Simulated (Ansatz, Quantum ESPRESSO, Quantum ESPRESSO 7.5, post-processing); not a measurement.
## Ballistic transmission: C6 chain between two C chains

How well does the junction conduct in the ballistic limit? It is: C6 chain between two C chains.

Program: Quantum ESPRESSO 7.5. Level of theory: plane-wave DFT, PBE, GBRV ultrasoft pseudopotentials (cross-check by Ansatz 0.2.0 with PAW datasets). Results are calculated unless marked as measured.

Report form: the programs' logs are mostly left out.

### 1. Set-up

The cell holds 18 atoms: 18 C. Its edges and angles: a = 7.500 Å, b = 7.500 Å, c = 23.010 Å, α = 90.0°, β = 90.0°, γ = 90.0°. Regions: left lead, 6 atoms (6 C); channel, 6 atoms (6 C); right lead, 6 atoms (6 C). Vacuum lies along a and b. The structure is stacked along c, and the current runs across the ab planes.

### 2. Ground state

One periodic cell holds a stretch of lead, the junction and more lead; the atoms stay as built.

Contents of scf.in:

```
&control
  prefix = 'scf'
  outdir = './out'
  pseudo_dir = './pseudo'
  calculation = 'scf'
  tprnfor = .true.
/
&system
  ibrav = 0
  nat = 18
  ntyp = 1
  ecutwfc = 34
  ecutrho = 170
  occupations = 'smearing'
  smearing = 'mv'
  degauss = 0.01
/
&electrons
  conv_thr = 1e-07
  mixing_beta = 0.25
  electron_maxstep = 120
  mixing_mode = 'local-TF'
/
ATOMIC_SPECIES
  C   12.0110  c_pbe_v1.2.uspp.F.UPF
CELL_PARAMETERS angstrom
  7.50000000000000 0.00000000000000 0.00000000000000
  0.00000000000000 7.50000000000000 0.00000000000000
  0.00000000000000 0.00000000000000 23.01000000000000
ATOMIC_POSITIONS crystal
  C   0.500000000000 0.500000000000 0.000000000000
  C   0.500000000000 0.500000000000 0.055627987831
  C   0.500000000000 0.500000000000 0.111255975663
  C   0.500000000000 0.500000000000 0.166883963494
  C   0.500000000000 0.500000000000 0.222511951326
  C   0.500000000000 0.500000000000 0.278139939157
  C   0.500000000000 0.500000000000 0.333767926988
  C   0.500000000000 0.500000000000 0.387222946545
  C   0.500000000000 0.500000000000 0.445458496306
  C   0.500000000000 0.500000000000 0.498913515863
  C   0.500000000000 0.500000000000 0.557149065624
  C   0.500000000000 0.500000000000 0.610604085180
  C   0.500000000000 0.500000000000 0.666232073012
  C   0.500000000000 0.500000000000 0.721860060843
  C   0.500000000000 0.500000000000 0.777488048674
  C   0.500000000000 0.500000000000 0.833116036506
  C   0.500000000000 0.500000000000 0.888744024337
  C   0.500000000000 0.500000000000 0.944372012169
K_POINTS automatic
  1 1 3 0 0 0
```

Started as:

```bash
$ OMP_NUM_THREADS=1 mpirun -n 2 pw.x -nk 1 -in scf.in > scf.out
```

The job ended after 69 s (2 MPI ranks of Arm Neoverse V1, shared host; peak memory 0.76 GiB; 2.3 min of CPU time).

This step gave:

| Property | Result |
| --- | --- |
| free energy | -2796.1292 eV |
| Fermi energy | -3.690 eV |

The program's own clock; routines nest. Time by routine:

```csv
routine,wall time (s),calls
PWSCF,68.28,1
electrons,64.98,1
c_bands,39.96,17
cegterg,39.26,34
h_psi,30.59,99
fftw,27.43,8754
vloc_psi,24.14,99
mix_rho,10.99,17
sum_band,9.13,17
ffts,7.19,1547
calbec,4.77,141
h_psi:calbec,3.19,99
add_vuspsi,3.18,99
s_psi,3.17,99
```

The run needed 17 iterations to bring the estimated error under 1e-07 Ry; the largest force on any atom, held or free, is 4.81 eV/Å.

### 3. The open system

prefixt takes both regions from one run: the lead from 0 to bdl, the scattering region from bdl to bds (units of alat). ikind = 1 puts the same lead on both sides. The program's T_tot counts both spins in a run without spin; the tables below give T per spin.

Contents of cond.in:

```
&inputcond
  outdir = './out'
  prefixt = 'scf'
  tran_file = 'cond.dat'
  bdl = 0.6826666667
  bds = 3.0680000000
  ikind = 1
  ewind = 4.0
  epsproj = 1e-05
  nz1 = 7
  energy0 = 2.0
  denergy = -0.1
/
1
  0.00000000 0.00000000 1.00000000
41
```

Started as:

```bash
$ OMP_NUM_THREADS=1 mpirun -n 2 pwcond.x -in cond.in > cond.out
```

The job ended after 1.8 min (2 MPI ranks; peak memory 0.21 GiB; 3.5 min of CPU time).

This step gave:

```
lead channels at the Fermi level, one spin : 2
transmission at the Fermi level, one spin  : 1.676
conductance                                : 1.676 G₀
```

Per spin. Table of open channels by energy, zero at the Fermi level:

```csv
energy (eV),open channels
-2.00,2
-1.80,2
-1.60,2
-1.40,2
-1.20,2
-1.00,2
-0.90,2
-0.70,2
-0.50,2
-0.30,2
-0.10,0
0.00,2
0.10,2
0.30,2
0.50,2
0.70,2
0.90,2
1.00,2
1.20,2
1.40,2
1.60,2
1.80,2
2.00,2
```

Per spin. The transmission by energy, zero at the Fermi level:

```csv
energy (eV),transmission
-2.00,1.81
-1.90,1.80
-1.70,1.77
-1.60,1.76
-1.40,1.74
-1.30,1.73
-1.20,1.72
-1.00,1.71
-0.90,1.70
-0.80,1.70
-0.60,1.69
-0.50,1.69
-0.30,1.68
-0.20,1.68
-0.10,0
0.00,1.68
0.10,1.69
0.20,1.69
0.30,1.69
0.50,1.70
0.60,1.71
0.80,1.72
0.90,1.73
1.00,1.74
1.20,1.75
1.30,1.76
1.40,1.77
1.60,1.79
1.70,1.80
1.90,1.82
2.00,1.83
```

The program's own clock; routines nest. Time by routine:

```csv
routine,wall time (s),calls
PWCOND,105,1
scatter_forw,84.86,82
local,12.01,1
compbs,6.3,41
compbs_2,5.09,41
init,0.62,1
poten,0.07,1
```

At no point does T exceed the number of channels. That doesn't clear the run: at some energies its lead has fewer channels than the second code's.

### 4. The open system, with ewind = 2.0 and epsproj = 0.001

A sensitivity test on the input.

Contents of cond.w.in:

```
&inputcond
  outdir = './out'
  prefixt = 'scf'
  tran_file = 'cond.w.dat'
  bdl = 0.6826666667
  bds = 3.0680000000
  ikind = 1
  ewind = 2.0
  epsproj = 0.001
  nz1 = 7
  energy0 = 2.0
  denergy = -0.1
/
1
  0.00000000 0.00000000 1.00000000
41
```

Started as:

```bash
$ OMP_NUM_THREADS=1 mpirun -n 2 pwcond.x -in cond.w.in > cond.w.out
```

Run time: 35 s. Hardware: 2 MPI ranks; peak memory 0.21 GiB.

The changed values were drawn from a wide range, not chosen for quality; the comparison shows what they did here together.

Beside the run it was changed from:

```csv
quantity,this run,unchanged run,difference
"transmission at the Fermi level, one spin",1.655,1.676,-0.021
"lead channels at the Fermi level, one spin",2,2,0
wall time (s),35,106,
```

Over all energies T moves by up to 1.6, at -0.1 eV, where the two runs count unlike lead channels.

The physical values in this table move by up to 1.2 %.

### 5. Cross-check with Ansatz

A second code with its own PAW datasets, on the same atoms.

Level of this step: plane-wave DFT, PBE, Ansatz PAW (Ansatz 0.2.0).

Contents of input.yaml:

```yaml
crystal:
  lattice:
    - [7.5, 0.0, 0.0]
    - [0.0, 7.5, 0.0]
    - [0.0, 0.0, 23.01]
  atoms:
    - { symbol: C, position: [0.5, 0.5, 0.0] }
    - { symbol: C, position: [0.5, 0.5, 0.0556279878] }
    - { symbol: C, position: [0.5, 0.5, 0.1112559757] }
    - { symbol: C, position: [0.5, 0.5, 0.1668839635] }
    - { symbol: C, position: [0.5, 0.5, 0.2225119513] }
    - { symbol: C, position: [0.5, 0.5, 0.2781399392] }
    - { symbol: C, position: [0.5, 0.5, 0.333767927] }
    - { symbol: C, position: [0.5, 0.5, 0.3872229465] }
    - { symbol: C, position: [0.5, 0.5, 0.4454584963] }
    - { symbol: C, position: [0.5, 0.5, 0.4989135159] }
    - { symbol: C, position: [0.5, 0.5, 0.5571490656] }
    - { symbol: C, position: [0.5, 0.5, 0.6106040852] }
    - { symbol: C, position: [0.5, 0.5, 0.666232073] }
    - { symbol: C, position: [0.5, 0.5, 0.7218600608] }
    - { symbol: C, position: [0.5, 0.5, 0.7774880487] }
    - { symbol: C, position: [0.5, 0.5, 0.8331160365] }
    - { symbol: C, position: [0.5, 0.5, 0.8887440243] }
    - { symbol: C, position: [0.5, 0.5, 0.9443720122] }
kpoints:
  mp_grid: { grid: [1, 1, 4] }
hamiltonian:
  xc: pbe
scf:
  occupations: { method: fermi_dirac, width: 0.1 }
  convergence: { dr2_threshold: 1.0e-08 }
output:
  transmission:
    leads: [[0, 1]]
    e_range: [-2.0, 2.0]
    de: 0.05
    kmesh: [1, 1]
    reduced_basis: true
  write_potential: true
  write_density: true
  volumetric_format: npy
```

Started as:

```bash
$ ansatz run input.yaml --threads 2 --pin off --max-ram 4096MiB --backend cpu --events-out ev --progress --plain --runs-dir out
```

Run time: 27 s. Hardware: 2 threads; peak memory 1.3 GiB; 53 s of CPU time.

Numbers from this step:

```
free energy                                  : -4499.0312 eV
energy at zero smearing                      : -4498.9761 eV
smearing term TS                             : 0.1101 eV
Fermi energy                                 : -3.778 eV
symmetry operations                          : 16
transmission at the Fermi level, one spin    : 1.754
step of the lead's Hamiltonian over a period : 2.9 meV
```

Per spin. Table of transmission by energy, zero at the Fermi level:

energy (eV), transmission and a bar from the least value:
```
    -2.00       1.82 ##############################
    -1.90       1.80 ########################
    -1.80       1.78 ##################
    -1.70       1.77 #############
    -1.55       1.75 #######
    -1.45       1.74 ####
    -1.35       1.73 ##
    -1.25       1.73 #
    -1.15       1.73 
    -1.05       1.73 
    -0.90       1.73 #
    -0.80       1.74 ##
    -0.70       1.74 ###
    -0.60       1.74 #####
    -0.50       1.75 ######
    -0.40       1.75 #######
    -0.25       1.75 ########
    -0.15       1.75 ########
    -0.05       1.75 ########
     0.00       1.75 ########
     0.05       1.75 ########
     0.15       1.75 ########
     0.25       1.75 #######
     0.40       1.75 #######
     0.50       1.75 ######
     0.60       1.75 #####
     0.70       1.74 #####
     0.80       1.74 #####
     0.90       1.74 #####
     1.05       1.75 ######
     1.15       1.75 ######
     1.25       1.75 ########
     1.35       1.76 ##########
     1.45       1.76 ############
     1.55       1.77 ##############
     1.70       1.78 ###################
     1.80       1.79 ######################
     1.90       1.80 #########################
     2.00       1.82 #############################
```

Per spin. The open channels stays at 2 for energy from -2 to 2 eV.

Ansatz finds T = 1.75 against pwcond's 1.68.

### 6. All levels side by side

All levels:

```csv
step,T at the Fermi level (per spin),conductance (G0),r.m.s. T(E) from the first,CPU time of the step (s),peak memory (GiB)
Ansatz,1.754,-,0,52.62,1.334
pwcond,1.676,1.676,0.2763,211,0.21
"pwcond, changed setting",1.655,1.655,0.03957,69.84,0.21
```

Per spin. Transmission against energy, zero at the Fermi level:

```csv
energy (eV),Ansatz,pwcond,"pwcond, changed setting"
-2.00,1.82,1.81,1.82
-1.80,1.78,1.78,1.79
-1.60,1.76,1.76,1.77
-1.40,1.74,1.74,1.75
-1.20,1.73,1.72,1.73
-1.00,1.73,1.71,1.71
-0.90,1.73,1.70,1.71
-0.70,1.74,1.69,1.70
-0.50,1.75,1.69,1.69
-0.30,1.75,1.68,1.69
-0.10,1.75,0,1.65
0.00,1.75,1.68,1.66
0.10,1.75,1.69,1.69
0.30,1.75,1.69,1.69
0.50,1.75,1.70,1.70
0.70,1.74,1.72,1.72
0.90,1.74,1.73,1.73
1.00,1.74,1.74,1.74
1.20,1.75,1.75,1.75
1.40,1.76,1.77,1.77
1.60,1.78,1.79,1.79
1.80,1.79,1.81,1.81
2.00,1.82,1.83,1.83
```

### 7. Outcome

| Property | Result |
| --- | --- |
| conductance by pwcond, in doubt | 1.68 G₀ |
| conductance by Ansatz | 1.75 G₀ |

pwcond (PBE, GBRV ultrasoft) gives 1.68 G₀ and Ansatz (PAW) 1.75 G₀ a cell at the Fermi level; the pwcond value is in doubt, since its lead loses channels near the Fermi level. No independent third code was run. The geometry is as built, not relaxed, and the leads are short.

[Logs are printed without paths, hosts, clocks, repeated set-up lines and the standing remarks that a program may print on its own settings, such as how far it seeks lower states.]

[Hosts, paths, dates, database ids (printed as entryN), source tags and the programs' standing remarks are cut or masked in the printed files.]

[Maps of the electrostatic potential energy from Ansatz leave out the sawtooth potential of an applied field or a dipole correction, so their vacuum need not be flat; planar profiles and work functions include it.]
